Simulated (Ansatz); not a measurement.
# Al2CdSe2S2: complex band structure

A new crystal, Al2CdSe2S2: structure, gap and complex bands. It is built by putting Se for part of the S in the Al2CdS4 structure of space group I-4, with the volume rescaled by atomic radii. The parent structure comes from the Materials Project.

Main program and level: Ansatz 0.2.0; r2SCAN DFT, plane waves, PAW files, in the first sound run; inputs show where later runs differ.

The structure was built from a prototype and need not be the compound's stable phase.

**1. The starting structure**

It takes space group P1 (No. 1, triclinic). The conventional cell has a = 5.710 Å, b = 5.710 Å, c = 6.580 Å, α = 115.72°, β = 115.72°, γ = 90.00°. Al has 2 S at 2.30 Å and 2 Se at 2.30 Å nearest. Nearest to Al lie 2 S at 2.31 Å and 2 Se at 2.31 Å. Cd has 2 S at 2.60 Å and 2 Se at 2.60 Å nearest. Nearest to Se lie 2 Al at 2.30 to 2.31 Å and 1 Cd at 2.60 Å. Nearest to S lie 2 Al at 2.30 to 2.31 Å and 1 Cd at 2.60 Å. Nearest to Se lie 2 Al at 2.30 to 2.31 Å and 1 Cd at 2.60 Å. It derives from Al2CdS4. Se for part of the S in the Al2CdS4 structure of space group I-4. Farther neighbours and most contacts between anions are not listed.

**2. Cell and atoms at rest**

The substituted atoms don't fit the parent's cell, so cell and atoms relax together. A small smearing keeps the run stable in case the gap closes on the way.

File input.yaml:

```yaml
crystal:
  lattice:
    - [-2.8552406833, 2.8552406833, 5.1959563551]
    - [2.8552406833, -2.8552406833, 5.1959563551]
    - [2.8552406833, 2.8552406833, -5.1959563551]
  atoms:
    - { symbol: Al, position: [0.75, 0.25, 0.5] }
    - { symbol: Al, position: [0.5, 0.5, 0.0] }
    - { symbol: Cd, position: [0.0, 0.0, 0.0] }
    - { symbol: Se, position: [0.60109155, 0.14558767, 0.01518683] }
    - { symbol: S, position: [0.13040084, 0.58590472, 0.98481317] }
    - { symbol: Se, position: [0.85441233, 0.86959916, 0.45550388] }
    - { symbol: S, position: [0.41409528, 0.39890845, 0.54449612] }
kpoints:
  mp_grid: { grid: [4, 4, 6] }
scf:
  occupations: { method: gaussian, width: 0.03 }
hamiltonian:
  xc: r2scan
output:
  forces: true
  stress: true
relax:
  f_tol: 0.02
  max_steps: 60
  cell: {}
```

Started as:

```bash
$ ansatz run input.yaml --threads 2 --pin off --max-ram 4096MiB --backend cpu --events-out ev --progress --plain --runs-dir out
```

Numbers of over 12 decimals in the logs are rounded to 6 here.

What it wrote:

```text
Engine: ansatz 0.2.0, x86_64-unknown-linux-gnu
Pseudopotentials: kind: paw
Pseudopotential: Al, paw, valence charge 3, recommended cutoff 500 eV (meta_gga), Al.paw.azcp
Pseudopotential: Cd, paw, valence charge 20, recommended cutoff 500 eV (meta_gga), Cd.paw.azcp
Pseudopotential: Se, paw, valence charge 16, recommended cutoff 500 eV (meta_gga), Se.paw.azcp
Pseudopotential: S, paw, valence charge 6, recommended cutoff 500 eV (meta_gga), S.paw.azcp
Functional definition: r2SCAN
  parameter k0 = 0.174
  parameter k1 = 0.065
  parameter a1 = 4.9479
  exchange = r2scan_x(k0 = k0, k1 = k1, a1 = a1)
  correlation = r2scan_c
Crystal: 7 atoms, lattice volume = 169.438 Å³
Basis set: ecut = 500 eV, 4227 PW (Γ), exchange–correlation on 192×192×192 points (64 copies of the dense FFT grid, shifted against one another)
Bands: 42, of which v1, the nominal top of the filled ones, is band 35 counted from 1 (34 counted from 0)
Symmetry: 1 space group operations
Space group: P1 (ITA 1), of the structure as read, at distance tolerance 5.5e-5 Å
k-points: 52 of 96 (time reversal used)
Non-local potential: Al, projectors of the file, l = 0: 2, l = 1: 2, l = 2: 1
Non-local potential: Cd, projectors of the file, l = 0: 3, l = 1: 2, l = 2: 2, l = 3: 1
Non-local potential: Se, projectors of the file, l = 0: 2, l = 1: 2, l = 2: 3, l = 3: 1
Non-local potential: S, projectors of the file, l = 0: 2, l = 1: 2, l = 2: 2
PAW form: soft (Blöchl's): semilocal exchange-correlation on the pseudo side does not see the compensation charge
PAW frozen core: Al, regenerated for the run's functional (the file was generated under x = pbe(κ = 0.804, μ = 0.219515), c = pbe(β = 0.066725))
PAW frozen core: Cd, regenerated for the run's functional (the file was generated under x = pbe(κ = 0.804, μ = 0.219515), c = pbe(β = 0.066725))
PAW frozen core: Se, regenerated for the run's functional (the file was generated under x = pbe(κ = 0.804, μ = 0.219515), c = pbe(β = 0.066725))
PAW frozen core: S, regenerated for the run's functional (the file was generated under x = pbe(κ = 0.804, μ = 0.219515), c = pbe(β = 0.066725))
PAW one-centre angular grid: Al, 302 points (default); XC on 160 Gauss nodes
PAW one-centre angular grid: Cd, 590 points (default); XC on 160 Gauss nodes
PAW one-centre angular grid: Se, 590 points (default); XC on 160 Gauss nodes
PAW one-centre angular grid: S, 302 points (default); XC on 160 Gauss nodes
Initial density: superposition of atomic densities (neutral atoms: chi_scale 0, normalization atom), corrected by the library's trained network
Initial wavefunctions: pseudopotential atomic-orbital guess
Functional: x = r2scan, c = r2scan; τ floored in thin density (d = 2e-4 eV/Å³)
SCF iter   1: F=—  HF=-22124.041580 eV  |F-HF|=—  |Δ(HF+E_count)|=         —  Δρ=4.76e-3  dr2=4.78e-2  dr2_τ=5.39e-2  ethr=1.77e-3  ⟨swp⟩=7.5  Hψ=9225  notcnv=0
preconditioner: auto → Resta (q_TF=auto, 2.355 Å⁻¹)  ε∞=3.8  [insulator: Δε(μ)=2.995 eV  Ē_g=10.983 eV  σ=0.030 eV  W_gap=1.00  n_scr=34 (ndim 8)  ℏωp=18.5 eV  f_vac=0.048  D(μ)=0.00/eV (n_scr^D=0)  ε∞_Penn≈3.8]
SCF iter   2: F=—  HF=-22124.126578 eV  |F-HF|=—  |Δ(HF+E_count)|=   8.50e-2  Δρ=2.90e-3  dr2=1.62e-2  dr2_τ=6.26e-4  ethr=6.83e-5  ⟨swp⟩=3.0  Hψ=4230  notcnv=0  defer=87
SCF iter   3: F=—  HF=-22124.125086 eV  |F-HF|=—  |Δ(HF+E_count)|=   1.49e-3  Δρ=7.40e-4  dr2=1.00e-3  dr2_τ=5.68e-5  ethr=2.32e-5  ⟨swp⟩=2.0  Hψ=3012  notcnv=0  defer=35
automatic band count: iteration 3 solves 41 bands in place of 42: the levels show a gap, and the empty bands left out lie too high to hold charge; the band table lists the bands solved (type scf.n_extra_bands for more)
SCF iter   4: F=—  HF=-22124.124849 eV  |F-HF|=—  |Δ(HF+E_count)|=   2.37e-4  Δρ=2.46e-4  dr2=9.99e-5  dr2_τ=3.59e-6  ethr=1.43e-6  ⟨swp⟩=2.0  Hψ=3709  notcnv=0  defer=35
SCF iter   5: F=—  HF=-22124.124831 eV  |F-HF|=—  |Δ(HF+E_count)|=   1.80e-5  Δρ=8.53e-5  dr2=1.90e-5  dr2_τ=9.42e-7  ethr=1.43e-7  ⟨swp⟩=2.0  Hψ=3208  notcnv=0  defer=35
SCF iter   6: F=—  HF=-22124.124833 eV  |F-HF|=—  |Δ(HF+E_count)|=   1.37e-6  Δρ=2.68e-5  dr2=1.75e-6  dr2_τ=3.78e-8  ethr=2.72e-8  ⟨swp⟩=2.0  Hψ=2981  notcnv=0  defer=35
SCF iter   7: F=—  HF=-22124.124833 eV  |F-HF|=—  |Δ(HF+E_count)|=   5.40e-7  Δρ=1.02e-5  dr2=1.92e-7  dr2_τ=7.14e-9  ethr=2.50e-9  ⟨swp⟩=2.0  Hψ=3865  notcnv=0  defer=35
SCF iter   8: F=-22124.124833 eV  HF=-22124.124833 eV  |F-HF|=4.72e-9  |Δ(HF+E_count)|=   4.41e-8  Δρ=2.54e-6  dr2=1.40e-8  dr2_τ=8.90e-10  ethr=1.43e-10  ⟨swp⟩=4.0  Hψ=7736  notcnv=0
SCF 1 converged in 8 iterations: F = -22124.124833 eV  dr2 = 1.40e-8
  greatest PAW one-centre occupation: 1.002 electrons in one spin orbital (limit 2), on the Cd atom at site 2 (counted from 0), in its partial waves of l = 1
relax step   1: F+E_penalty+E_count = -22124.12483321 eV  Δ(F+E_penalty+E_count) = +0.000e0 eV  max|allowed force component| = 1.499e0 eV/Å  Δτ_max = 0.0000 Å  P = +1.489 GPa  Ω = 169.438 Å³  (8 SCF iters, dr2 threshold 1.00e-7 eV, accepted)
Crystal: 7 atoms, lattice volume = 170.623 Å³
Basis set: ecut = 500 eV, 4297 PW (Γ), exchange–correlation on 192×192×192 points (64 copies of the dense FFT grid, shifted against one another)
Initial density: handed on by an earlier stage of this run
Initial wavefunctions: those handed on with the density
iter 1 solved again at ethr=8.97e-5 eV; its pass at ethr=3.10e-3 eV (dr2=6.28e-2 eV) is discarded
SCF iter   1: F=—  HF=-22123.976507 eV  |F-HF|=—  |Δ(HF+E_count)|=         —  Δρ=6.62e-3  dr2=6.44e-2  dr2_τ=9.06e-1  ethr=8.97e-5  ⟨swp⟩=1.6  Hψ=10386  notcnv=0
automatic band count: iteration 1 solves 40 bands in place of 42: the levels show a gap, and the empty bands left out lie too high to hold charge; the band table lists the bands solved (type scf.n_extra_bands for more)
preconditioner: auto → Resta (q_TF=auto, 2.352 Å⁻¹)  ε∞=4.1  [insulator: Δε(μ)=2.869 eV  Ē_g=10.424 eV  σ=0.030 eV  W_gap=1.00  n_scr=34 (ndim 8)  ℏωp=18.4 eV  f_vac=0.045  D(μ)=0.00/eV (n_scr^D=0)  ε∞_Penn≈4.1]
SCF iter   2: F=—  HF=-22124.313130 eV  |F-HF|=—  |Δ(HF+E_count)|=   3.37e-1  Δρ=2.96e-3  dr2=8.32e-3  dr2_τ=1.04e-3  ethr=8.97e-5  ⟨swp⟩=3.6  Hψ=4477  notcnv=0
SCF iter   3: F=—  HF=-22124.314245 eV  |F-HF|=—  |Δ(HF+E_count)|=   1.11e-3  Δρ=1.02e-3  dr2=1.16e-3  dr2_τ=1.09e-4  ethr=1.19e-5  ⟨swp⟩=2.0  Hψ=4160  notcnv=0
SCF iter   4: F=—  HF=-22124.314912 eV  |F-HF|=—  |Δ(HF+E_count)|=   6.68e-4  Δρ=3.21e-4  dr2=1.86e-4  dr2_τ=7.70e-6  ethr=1.66e-6  ⟨swp⟩=2.0  Hψ=2964  notcnv=0
[...]
Crystal: 7 atoms, lattice volume = 170.744 Å³
Basis set: ecut = 500 eV, 4295 PW (Γ), exchange–correlation on 192×192×192 points (64 copies of the dense FFT grid, shifted against one another)
iter 1 solved again at ethr=5.86e-6 eV; its pass at ethr=3.10e-3 eV (dr2=4.10e-3 eV) is discarded
SCF iter   1: F=—  HF=-22124.316678 eV  |F-HF|=—  |Δ(HF+E_count)|=         —  Δρ=1.54e-3  dr2=4.19e-3  dr2_τ=3.24e-2  ethr=5.86e-6  ⟨swp⟩=2.0  Hψ=10196  notcnv=0
automatic band count: iteration 1 solves 40 bands in place of 42: the levels show a gap, and the empty bands left out lie too high to hold charge; the band table lists the bands solved (type scf.n_extra_bands for more)
preconditioner: auto → Resta (q_TF=auto, 2.352 Å⁻¹)  ε∞=4.1  [insulator: Δε(μ)=2.867 eV  Ē_g=10.418 eV  σ=0.030 eV  W_gap=1.00  n_scr=34 (ndim 8)  ℏωp=18.4 eV  f_vac=0.043  D(μ)=0.00/eV (n_scr^D=0)  ε∞_Penn≈4.1]
SCF iter   2: F=—  HF=-22124.330392 eV  |F-HF|=—  |Δ(HF+E_count)|=   1.37e-2  Δρ=7.44e-4  dr2=7.73e-4  dr2_τ=4.67e-5  ethr=5.86e-6  ⟨swp⟩=2.0  Hψ=4161  notcnv=0
SCF iter   3: F=—  HF=-22124.330454 eV  |F-HF|=—  |Δ(HF+E_count)|=   6.20e-5  Δρ=2.54e-4  dr2=1.01e-4  dr2_τ=4.90e-6  ethr=1.10e-6  ⟨swp⟩=2.0  Hψ=3900  notcnv=0
SCF iter   4: F=—  HF=-22124.330469 eV  |F-HF|=—  |Δ(HF+E_count)|=   1.42e-5  Δρ=5.39e-5  dr2=6.64e-6  dr2_τ=3.64e-7  ethr=1.45e-7  ⟨swp⟩=2.0  Hψ=3125  notcnv=0
SCF iter   5: F=—  HF=-22124.330471 eV  |F-HF|=—  |Δ(HF+E_count)|=   2.87e-6  Δρ=2.04e-5  dr2=7.47e-7  dr2_τ=3.76e-8  ethr=9.48e-9  ⟨swp⟩=2.0  Hψ=3692  notcnv=0
SCF iter   6: F=-22124.330472 eV  HF=-22124.330472 eV  |F-HF|=5.99e-8  |Δ(HF+E_count)|=   6.95e-8  Δρ=8.31e-6  dr2=1.21e-7  dr2_τ=4.36e-9  ethr=1.00e-9  ⟨swp⟩=4.0  Hψ=7540  notcnv=0
SCF 3 converged in 6 iterations: F = -22124.330472 eV  dr2 = 1.21e-7
relax step   3: F+E_penalty+E_count = -22124.33047163 eV  Δ(F+E_penalty+E_count) = -1.554e-2 eV  max|allowed force component| = 7.282e-2 eV/Å  Δτ_max = 0.0280 Å  P = +0.031 GPa  Ω = 170.744 Å³  energy of the carried Pulay correction = -1.664e-4 eV  (6 SCF iters, dr2 threshold 7.00e-7 eV, accepted)
[...]
relax step   4: F+E_penalty+E_count = -22124.33228063 eV  Δ(F+E_penalty+E_count) = -1.809e-3 eV  max|allowed force component| = 2.546e-2 eV/Å  Δτ_max = 0.0157 Å  P = +0.003 GPa  Ω = 170.859 Å³  energy of the carried Pulay correction = -1.809e-4 eV  (6 SCF iters, dr2 threshold 3.31e-7 eV, accepted)
[...]
relax step   5: F+E_penalty+E_count = -22124.33257380 eV  Δ(F+E_penalty+E_count) = -2.932e-4 eV  max|allowed force component| = 9.622e-3 eV/Å  Δτ_max = 0.0148 Å  P = +0.011 GPa  Ω = 170.897 Å³  energy of the carried Pulay correction = -1.857e-4 eV  (7 SCF iters, dr2 threshold 4.05e-8 eV, accepted)
Basis set: ecut = 500 eV, 4301 PW (Γ), exchange–correlation on 192×200×200 points (64 copies of the dense FFT grid, shifted against one another)
Initial wavefunctions: pseudopotential atomic-orbital guess (no wavefunctions were taken with the density)
iter 1 solved again at ethr=1.39e-7 eV; its pass at ethr=3.10e-3 eV (dr2=9.72e-5 eV) is discarded
SCF iter   1: F=—  HF=-22124.332766 eV  |F-HF|=—  |Δ(HF+E_count)|=         —  Δρ=5.21e-5  dr2=1.25e-7  dr2_τ=7.61e-7  ethr=1.39e-7  ⟨swp⟩=3.5  Hψ=14909  notcnv=0
preconditioner: auto → Resta (q_TF=auto, 2.351 Å⁻¹)  ε∞=3.9  [insulator: Δε(μ)=2.881 eV  Ē_g=10.861 eV  σ=0.030 eV  W_gap=1.00  n_scr=34 (ndim 8)  ℏωp=18.4 eV  f_vac=0.044  D(μ)=0.00/eV (n_scr^D=0)  ε∞_Penn≈3.9]
SCF iter   2: F=—  HF=-22124.332780 eV  |F-HF|=—  |Δ(HF+E_count)|=   1.42e-5  Δρ=2.63e-5  dr2=3.17e-8  dr2_τ=3.74e-7  ethr=1.79e-10  ⟨swp⟩=2.2  Hψ=4015  notcnv=0
SCF iter   3: F=—  HF=-22124.332788 eV  |F-HF|=—  |Δ(HF+E_count)|=   8.12e-6  Δρ=1.37e-6  dr2=7.26e-10  dr2_τ=8.43e-10  ethr=4.53e-11  ⟨swp⟩=2.0  Hψ=4004  notcnv=0
SCF iter   4: F=—  HF=-22124.332788 eV  |F-HF|=—  |Δ(HF+E_count)|=   1.46e-8  Δρ=2.99e-7  dr2=1.01e-10  dr2_τ=1.71e-11  ethr=1.00e-12  ⟨swp⟩=5.0  Hψ=8296  notcnv=0
SCF iter   5: F=-22124.332788 eV  HF=-22124.332788 eV  |F-HF|=7.28e-12  |Δ(HF+E_count)|=  1.53e-10  Δρ=6.48e-8  dr2=1.09e-11  dr2_τ=1.34e-12  ethr=1.00e-12  ⟨swp⟩=4.0  Hψ=7124  notcnv=0
SCF 6 converged in 5 iterations: F = -22124.332788 eV  dr2 = 1.09e-11
relax step   6: F+E_penalty+E_count = -22124.33278834 eV  Δ(F+E_penalty+E_count) = -2.145e-4 eV  max|allowed force component| = 9.596e-3 eV/Å  Δτ_max = 0.0000 Å  P = +0.011 GPa  Ω = 170.897 Å³  stress off target by 2.69e-2 GPa  SCF on the basis re-selected at this cell (its energy is not comparable with the rows above)  (5 SCF iters)
basis re-selected at this cell: Δ(F+E_penalty+E_count) = -2.145e-4 eV, ΔP = +0.000 GPa vs the last step (what re-selecting the basis moved, of the pressure what is left beyond the Pulay correction that the steps carried, after the strain that the cell walked since its last selection, with what the two solves' SCF thresholds leave and, on support functions, any second-order correction that the steps lacked; it is no measure of the basis error at this ecutwfc). The dense FFT grid was sized anew with the basis: this SCF ran on 48×50×50 points, the steps before it on 48×48×48, so part of this shift can come from that change (see relax.cell in the input reference). [rest of the remark cut]
SCF converged after 5 iterations
Free energy (F): -22124.332788 eV
Harris-Foulkes:  -22124.332788 eV  (|F-HF|=7.28e-12)
Internal energy: -22124.332788 eV  (E = F + TS)
E sigma→0 (E₀):  -22124.332788 eV
Fermi energy:    6.236339 eV
--- Per-component energies (eV) ---
  E_band       = -1419.991276
  E_kinetic    = 1005.345456
  E_local      = -10552.355665  (includes V_loc(G=0)·N_el)
  E_nonlocal   = -1081.642013
  E_hartree    = 5021.767617
  E_xc         = -623.382740
  E_vxc        = -710.633768  (∫ρ·V_xc dr)
  E_paw        = -10120.932371  (= ΣΔE_a)
  E_vpaw       = -163.481688  (= ΣTr[D̂ρ^β])
  E_aug_tail   = -0.000412  (compensation charges beyond the density's cutoff)
  E_vtau       = 39.241459  (kinetic-family band-sum trace: ∫τ·v_τ [+ j·A + Jᵃ·Aᵃ] dr)
  E_ewald      = -5768.698599
  E_core_change = -4.434061  (= ΣΔE_core)
  E_smearing   = -0.000000  (= −TS)
  E_closure    = -0.000000  (closes the sum)
  Σ components = -22124.332788   (vs F -22124.332788, Δ=0.00e0)
--- Forces (eV/Å), atoms counted from 1 ---
  atom   1  Al     0.00083136     0.00217513     0.00435283
  atom   2  Al    -0.00189364    -0.00959616    -0.00558594
  atom   3  Cd    -0.00291966     0.00071572    -0.00170401
  atom   4  Se     0.00271690     0.00507165     0.00227200
  atom   5  S     -0.00304539    -0.00411464    -0.00305929
  atom   6  Se     0.00463168     0.00755945    -0.00267520
  atom   7  S     -0.00032271    -0.00181147     0.00640005
  max |Σ_I F_I| component: 1.46e-6 eV/Å
--- Stress (GPa, compression-positive) ---
       -0.005169      -0.000621      -0.008103
       -0.000627       0.018670       0.005481
       -0.008112       0.005486       0.020924
  P = ⅓ Tr σ = 0.0115 GPa (0.115 kbar)
--- Relaxed structure (5 steps of the walk, 5 accepted, 1 SCFs on fresh bases) ---
  F+E_penalty+E_count = -22124.33278834 eV   max|allowed force component| = 9.596e-3 eV/Å   (the final SCF, on the basis selected at the relaxed cell)
  cell:  # Å, volume = 170.8967 Å³
    - [-2.823783, 2.812560, 5.199959]
    - [2.866557, -2.909967, 5.276991]
    - [2.829359, 2.915543, -5.253486]
  atoms:
    - { symbol: Al, position: [0.752131, 0.261398, 0.513454] }
    - { symbol: Al, position: [0.490450, 0.499632, -0.00867714] }
    - { symbol: Cd, position: [0.00792006, 0.00253974, 0.00816772] }
    - { symbol: Se, position: [0.587220, 0.131484, -0.00157908] }
    - { symbol: S, position: [0.127338, 0.591967, 0.979783] }
    - { symbol: Se, position: [0.871335, 0.869085, 0.461828] }
    - { symbol: S, position: [0.413605, 0.393895, 0.547024] }
```

Run time: 1.8 min. Hardware: 2 threads of Intel Xeon Platinum 8488C (Sapphire Rapids), shared host; peak memory 1.1 GiB; 3.7 min of CPU time.

The steps of the relaxation:

| step | energy less that of the first step (eV) | largest force component (eV/Å) | pressure (GPa) | volume (Å³) |
| --- | --- | --- | --- | --- |
| 1 | 0.0000 | 1.4993 | 1.49 | 169.44 |
| 2 | -0.1901 | 0.4290 | 0.14 | 170.62 |
| 3 | -0.2056 | 0.0728 | 0.03 | 170.74 |
| 4 | -0.2074 | 0.0255 | 0.00 | 170.86 |
| 5 | -0.2077 | 0.0096 | 0.01 | 170.90 |
| 6* | -0.2080 | 0.0096 | 0.01 | 170.90 |

Relaxation steps marked * repeat the geometry before them on a plane-wave basis chosen anew for their cell, so energy and pressure can jump there.

```
     cell as run  before   after  change
           a (Å)   6.580   6.552  -0.4 %
           b (Å)   6.580   6.673  +1.4 %
           c (Å)   6.580   6.641  +0.9 %
           α (°)  128.57  129.34  +0.6 %
           β (°)  128.57  128.54  -0.0 %
           γ (°)   75.70   75.21  -0.7 %
volume (Å³/atom)   24.21   24.41  +0.9 %
```

The atoms that moved most (Å, as changes of fractional coordinates times the final cell):

| atom | dx | dy | dz | length |
| --- | --- | --- | --- | --- |
| Se6 | -0.031 | 0.068 | 0.052 | 0.091 |
| Se4 | -0.049 | -0.047 | -0.058 | 0.089 |
| Al1 | 0.065 | 0.012 | 0.001 | 0.066 |
| S5 | 0.012 | -0.041 | 0.042 | 0.060 |
| Al2 | 0.001 | -0.051 | -0.006 | 0.051 |
| S7 | -0.006 | 0.021 | -0.042 | 0.047 |
| Cd3 | 0.008 | 0.039 | 0.012 | 0.041 |

The relaxed structure:

```cif
data_structure
_symmetry_space_group_name_H-M 'P 1'
_symmetry_Int_Tables_number 1
_cell_length_a 6.5516
_cell_length_b 6.6732
_cell_length_c 6.6411
_cell_angle_alpha 129.344
_cell_angle_beta 128.536
_cell_angle_gamma 75.210
_cell_volume 170.90
loop_
_atom_site_label
_atom_site_type_symbol
_atom_site_fract_x
_atom_site_fract_y
_atom_site_fract_z
_atom_site_occupancy
Al1 Al 0.75213 0.26140 0.51345 1
Al2 Al 0.49045 0.49963 0.99132 1
Cd3 Cd 0.00792 0.00254 0.00817 1
Se4 Se 0.58722 0.13148 0.99842 1
S5 S 0.12734 0.59197 0.97978 1
Se6 Se 0.87133 0.86908 0.46183 1
S7 S 0.41361 0.39389 0.54702 1
```

This step gave:

```yaml
free_energy: -22124.3328 eV
fermi_energy: 6.236 eV
pressure: 0.01148 GPa
```

The largest force component on a free atom ends at 0.0096 eV/Å.

[end of part 1 of 3]

[Logs are printed without paths, hosts, clocks, repeated set-up lines and the standing remarks that a program may print on its own settings, such as how far it seeks lower states.]

[Hosts, paths, dates, database ids (printed as entryN), source tags and the programs' standing remarks are cut or masked in the printed files.]
